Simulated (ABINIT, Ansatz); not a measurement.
## LiHS (Ama2): G0W0 with ABINIT, start to end

Aim: the G0W0 gap of LiHS (Ama2) on PBEsol, step by step.

Calculated with ABINIT 10.8.3; PBEsol and many-body steps on it, plane waves.

## 1. Set-up

The structure is orthorhombic, space group Ama2 (No. 40). The conventional cell has a = 6.157 Å, b = 5.618 Å, c = 5.515 Å, α = 90.00°, β = 90.00°, γ = 90.00°. Nearest to Li lie 4 S at 2.49 to 2.51 Å. H has 1 S at 1.35 Å nearest. Nearest to S lie 1 H at 1.35 Å and 4 Li at 2.49 to 2.51 Å. Farther neighbours and most contacts between anions are not listed.

As a file:

```cif
data_structure
_symmetry_space_group_name_H-M 'Ama2'
_symmetry_Int_Tables_number 40
_cell_length_a 6.1569
_cell_length_b 5.6184
_cell_length_c 5.5148
_cell_angle_alpha 90.000
_cell_angle_beta 90.000
_cell_angle_gamma 90.000
_cell_volume 190.77
loop_
_atom_site_label
_atom_site_type_symbol
_atom_site_symmetry_multiplicity
_atom_site_Wyckoff_symbol
_atom_site_fract_x
_atom_site_fract_y
_atom_site_fract_z
_atom_site_occupancy
Li1 Li 4 a 0.50000 0.00000 0.50166 1
H1 H 4 b 0.25000 0.57480 0.55829 1
S1 S 4 b 0.75000 0.26171 0.73705 1
```

The cell and positions come from the Crystallography Open Database and are kept as given unless a step says otherwise.

## 2. Ground state

This step: ABINIT 10.8.3; DFT, PBEsol, plane waves, norm-conserving pseudopotentials.

The ground-state density comes first.

Contents of run.abi:

```
acell 3*1.0 Angstrom
rprim 
  6.156870000000 0.000000000000 0.000000000000
  0.000000000000 2.809205000000 2.757390000000
  0.000000000000 -2.809205000000 2.757390000000
ntypat 3
znucl 3 1 16
natom 6
typat 1 1 2 2 3 3
xred 
  0.500000000000 0.501660000000 0.501660000000
  0.000000000000 0.501660000000 0.501660000000
  0.250000000000 0.133090000000 0.983490000000
  0.750000000000 0.983490000000 0.133090000000
  0.750000000000 0.998760000000 0.475340000000
  0.250000000000 0.475340000000 0.998760000000
pp_dirpath "pseudos"
pseudos "Li.upf, H.upf, S.upf"
ecut 33
ngkpt 4 6 6
nshiftk 1
shiftk 0 0 0
kptopt 1
chksymbreak 0
nband 17
occopt 1
tolvrs 1e-10
nstep 60
prtwf 0
optforces 0
optstress 0
indata_prefix "in"
outdata_prefix "out"
tmpdata_prefix "tmp"
```

Run with:

```bash
$ OMP_NUM_THREADS=1 mpirun -n 4 abinit run.abi > log
```

Numbers of over 12 decimals in the logs are rounded to 6 here.

Output:

```text
.Version 10.8.3 of ABINIT. v10.8.2 released Aug 2026.

 Symmetries : space group Am a 2 (# 40); Bravais oC (1-face-center ortho.)
================================================================================
 Values of the parameters that define the memory need of the present run
     intxc =       0    ionmov =       0      iscf =       7    lmnmax =       6
     lnmax =       6     mgfft =      64  mpssoang =       3    mqgrid =    3009
     natom =       6  nloc_mem =       1    nspden =       1   nspinor =       1
    nsppol =       1      nsym =       4    n1xccc =    2501    ntypat =       3
    occopt =       1   xclevel =       2
-    mband =          17        mffmem =           1         mkmem =          10
       mpw =        5866          nfft =      102400          nkpt =          39
================================================================================
  Rough estimation (10% accuracy) of disk space for files :
================================================================================

--------------------------------------------------------------------------------
------------- Echo of variables that govern the present computation ------------
--------------------------------------------------------------------------------
 -outvars: echo values of preprocessed input variables --------
            acell      1.8897261259E+00  1.8897261259E+00  1.8897261259E+00 Bohr

      chksymbreak           0
             ecut      3.30000000E+01 Hartree
-          fftalg         312

              ixc     -116133
              kpt      0.00000000E+00  0.00000000E+00  0.00000000E+00
                       2.50000000E-01  0.00000000E+00  0.00000000E+00
                       5.00000000E-01  0.00000000E+00  0.00000000E+00
                       0.00000000E+00  1.66666667E-01  0.00000000E+00
                       2.50000000E-01  1.66666667E-01  0.00000000E+00
                       5.00000000E-01  1.66666667E-01  0.00000000E+00
                       0.00000000E+00  3.33333333E-01  0.00000000E+00
                       2.50000000E-01  3.33333333E-01  0.00000000E+00
                       5.00000000E-01  3.33333333E-01  0.00000000E+00
   [... 28 further rows ...]
                       2.50000000E-01  5.00000000E-01  5.00000000E-01
                       5.00000000E-01  5.00000000E-01  5.00000000E-01
         kptrlatt        4    0    0      0    6    0      0    0    6
          kptrlen      4.46317133E+01
P           mkmem          10
            natom           6
            nband          17
            ngfft          64      40      40
             nkpt          39
            nstep          60
             nsym           4
           ntypat           3
              occ      2.000000  2.000000  2.000000  2.000000  2.000000  2.000000
                       2.000000  2.000000  2.000000  2.000000  0.000000  0.000000
                       0.000000  0.000000  0.000000  0.000000  0.000000
        optforces           0
        optstress           0
            prtwf           0
            rprim      6.1568700000E+00  0.0000000000E+00  0.0000000000E+00
[...]
spgroup          40

           tolvrs      1.00000000E-10

             xred      5.0000000000E-01  5.0166000000E-01  5.0166000000E-01
[...]
znucl        3.00000    1.00000   16.00000

================================================================================

 chkinp: Checking input parameters for consistency.

================================================================================
== DATASET  1 ==================================================================
-   mpi_nproc: 4, omp_nthreads: 1 (-1 if OMP is not activated)

--- !DatasetInfo
iteration_state: {dtset: 1, }
dimensions: {natom: 6, nkpt: 39, mband: 17, nsppol: 1, nspinor: 1, nspden: 1, mpw: 5866, }
cutoff_energies: {ecut:  33.0, pawecutdg:  -1.0, }
electrons: {nelect:   2.00000000E+01, charge:   0.00000000E+00, occopt:   1.00000000E+00, tsmear:   1.00000000E-02, }

 Real(R)+Recip(G) space primitive vectors, cartesian coordinates (Bohr,Bohr^-1):
 R(1)= 11.6347981  0.0000000  0.0000000  G(1)=  0.0859491  0.0000000  0.0000000
 R(2)=  0.0000000  5.3086281  5.2107119  G(2)=  0.0000000  0.0941863  0.0959562
 R(3)=  0.0000000 -5.3086281  5.2107119  G(3)=  0.0000000 -0.0941863  0.0959562
 Unit cell volume ucvol=  6.4367732E+02 bohr^3
 Angles (23,13,12)=  9.10666108E+01  9.00000000E+01  9.00000000E+01 degrees

 getcut: wavevector=  0.0000  0.0000  0.0000  ngfft=  64  40  40
         ecut(hartree)=     33.000   => boxcut(ratio)=   2.07980

--- Pseudopotential description ------------------------------------------------
- Li Generated using ONCVPSP code by D. R. Hamann
-  3.00000   3.00000  180301                  znucl, zion, pspdat
12 -116133 1 -1 1944                          pspcod,pspxc,lmax,lloc,mmax
     nproj     2     2     0
  pspatm : epsatm=    2.60875052
         --- l  ekb(1:nproj) -->
[...]
pspatm: atomic psp has been read  and splines computed

- H Generated using ONCVPSP code by D. R. Hamann
-  1.00000   1.00000  180301                  znucl, zion, pspdat
12 -116133 1 -1 1180                          pspcod,pspxc,lmax,lloc,mmax
     nproj     2     1     0
  pspatm : epsatm=    0.35585368
         --- l  ekb(1:nproj) -->
[...]
1   -0.494138
 pspatm: atomic psp has been read  and splines computed

- S Generated using ONCVPSP code by D. R. Hamann
- 16.00000   6.00000  180301                  znucl, zion, pspdat
12 -116133 2 -1 1146                          pspcod,pspxc,lmax,lloc,mmax
     nproj     2     2     2
  pspatm : epsatm=    8.71840686
         --- l  ekb(1:nproj) -->
[...]
pspatm: atomic psp has been read  and splines computed

   4.67320442E+02                                ecore*ucvol(ha*bohr**3)
--------------------------------------------------------------------------------

_setup2: Arith. and geom. avg. npw (full set) are    5828.438    5828.426

================================================================================

--- !BeginCycle
iteration_state: {dtset: 1, }
solver: {iscf: 7, nstep: 60, nline: 4, wfoptalg: 0, }
tolerances: {tolvrs: 1.00E-10, }

     iter   Etot(hartree)      deltaE(h)  residm     vres2
 ETOT  1  -37.610628765635    -3.761E+01 5.035E-02 1.112E+02
 ETOT  2  -37.659837793491    -4.921E-02 3.467E-03 9.237E+00
 ETOT  3  -37.661608725954    -1.771E-03 8.412E-04 7.339E-01
 ETOT  4  -37.661658145485    -4.942E-05 8.112E-04 7.831E-02
 ETOT  5  -37.661662348232    -4.203E-06 4.859E-04 4.339E-03
 ETOT  6  -37.661662737711    -3.895E-07 5.033E-04 1.228E-04
 ETOT  7  -37.661662746369    -8.657E-09 2.192E-04 5.575E-06
 ETOT  8  -37.661662746758    -3.890E-10 1.457E-04 1.789E-07
 ETOT  9  -37.661662746766    -7.851E-12 7.996E-05 1.070E-08
 ETOT 10  -37.661662746766    -2.487E-13 3.495E-05 5.958E-10
 ETOT 11  -37.661662746766    -4.619E-13 2.869E-05 2.569E-11

 At SCF step   11       vres2   =  2.57E-11 < tolvrs=  1.00E-10 =>converged.

--- !ResultsGS
iteration_state: {dtset: 1, }
comment   : Summary of ground state results
lattice_vectors:
- [ 11.6347981,   0.0000000,   0.0000000, ]
- [  0.0000000,   5.3086281,   5.2107119, ]
- [  0.0000000,  -5.3086281,   5.2107119, ]
lattice_lengths: [  11.63480,    7.43862,    7.43862, ]
lattice_angles: [ 91.067,  90.000,  90.000, ] # degrees, (23, 13, 12)
lattice_volume:   6.4367732E+02
convergence: {deltae: -4.619E-13, res2:  2.569E-11, residm:  2.869E-05, diffor:  0.000E+00, }
etotal    :  -3.76616627E+01
entropy   :   0.00000000E+00
fermie    :  -4.48585749E-03
cartesian_stress_tensor: null
pressure_GPa: null
xred      :
- [  5.0000E-01,   5.0166E-01,   5.0166E-01, Li]
- [  0.0000E+00,   5.0166E-01,   5.0166E-01, Li]
- [  2.5000E-01,   1.3309E-01,   9.8349E-01,  H]
- [  7.5000E-01,   9.8349E-01,   1.3309E-01,  H]
- [  7.5000E-01,   9.9876E-01,   4.7534E-01,  S]
- [  2.5000E-01,   4.7534E-01,   9.9876E-01,  S]
cartesian_forces: null
force_length_stats: {min: null, max: null, mean: null, }

 Integrated electronic density in atomic spheres:
 ------------------------------------------------
 Atom  Sphere_radius  Integrated_density
[...]
================================================================================

 ----iterations are completed or convergence reached----

 Mean square residual over all n,k,spin=   14.102E-08; max=  28.689E-06
 reduced coordinates (array xred) for    6 atoms
[...]
0.000000000000      0.501660000000      0.501660000000
       0.250000000000      0.133090000000      0.983490000000
       0.750000000000      0.983490000000      0.133090000000
       0.750000000000      0.998760000000      0.475340000000
       0.250000000000      0.475340000000      0.998760000000
 rms dE/dt=  0.0000E+00; max dE/dt=  0.0000E+00; dE/dt below (all hartree)
    1       0.000000000000      0.000000000000      0.000000000000
    2       0.000000000000      0.000000000000      0.000000000000
    3       0.000000000000      0.000000000000      0.000000000000
    4       0.000000000000      0.000000000000      0.000000000000
    5       0.000000000000      0.000000000000      0.000000000000
    6       0.000000000000      0.000000000000      0.000000000000

 cartesian coordinates (angstrom) at end:
    1      3.078435     0.000000     2.766545
    2      0.000000     0.000000     2.766545
    3      1.539217    -2.388948     3.078847
    4      4.617653     2.388948     3.078847
    5      4.617653     1.470394     4.064669
    6      1.539217    -1.470394     4.064669
 length scales=  1.889726125908  1.889726125908  1.889726125908 bohr
              =  1.000000000000  1.000000000000  1.000000000000 angstroms
 prteigrs : about to open file out_EIG
 Fermi (or HOMO) energy (hartree) =  -0.00449   Average Vxc (hartree)=  -0.29109
 Eigenvalues (hartree) for nkpt=  39  k points:
 kpt#   1, nband= 17, wtk=  0.00694, kpt=  0.0000  0.0000  0.0000 (reduced coord)
  -1.60604   -1.60579   -0.45319   -0.43816   -0.12144   -0.11974   -0.08252   -0.02795
  -0.02600   -0.00449    0.11789    0.13122    0.18215    0.18331    0.28261    0.28443
   0.35071
 prteigrs : prtvol=0 or 1, do not print more k-points.

--- !EnergyTerms
iteration_state     : {dtset: 1, }
comment             : Components of total free energy in Hartree
kinetic             :  1.91716801812078E+01
hartree             :  7.73635523012596E+00
xc                  : -1.02698079831894E+01
Ewald energy        : -2.24137112900182E+01
psp_core            :  7.26016629708046E-01
local_psp           : -2.64915880727471E+01
non_local_psp       : -6.12060744185321E+00
total_energy        : -3.76616627467662E+01
total_energy_eV     : -1.02482605166813E+03
band_energy         : -9.17501539230428E+00

== END DATASET(S) ==============================================================
================================================================================

 -outvars: echo values of variables after computation  --------
           etotal     -3.7661662747E+01
            nband          17
             nkpt          39
          spgroup          40
 [... the other variables as echoed above ...]

 Calculation completed.
```

Elapsed: 56 s, on 4 MPI ranks of Arm Neoverse N1, shared host; peak memory 0.39 GiB.

This step gave:

- total energy: -1024.8261 eV
- gap: 3.330 eV
- k of the valence top: 0, 0, 0
- k of the conduction bottom: 0, 0, 0
- least direct gap: 3.330 eV

The gap is direct, at Γ.

[end of part 1 of 3]

[Paths, hosts, dates, memory and timing lines, banners, echoed tables and standing remarks are left out of the program output.]

[Logs are printed without paths, hosts, clocks, repeated set-up lines and the standing remarks that a program may print on its own settings, such as how far it seeks lower states.]

[Runs of the session that timed out or met a known fault of the program may be left out.]

[Hosts, paths, dates, database ids (printed as entryN), source tags and the programs' standing remarks are cut or masked in the printed files.]

[G0W0 gaps are taken among the corrected bands and points alone; a level outside them can change the order at an edge.]

[Where Ansatz stands beside ABINIT at settings called matched, ABINIT's density can come from a denser mesh and the files from another edition; pairs whose starting gaps differed by over 0.03 eV were left out, so agreement reads better than it is.]
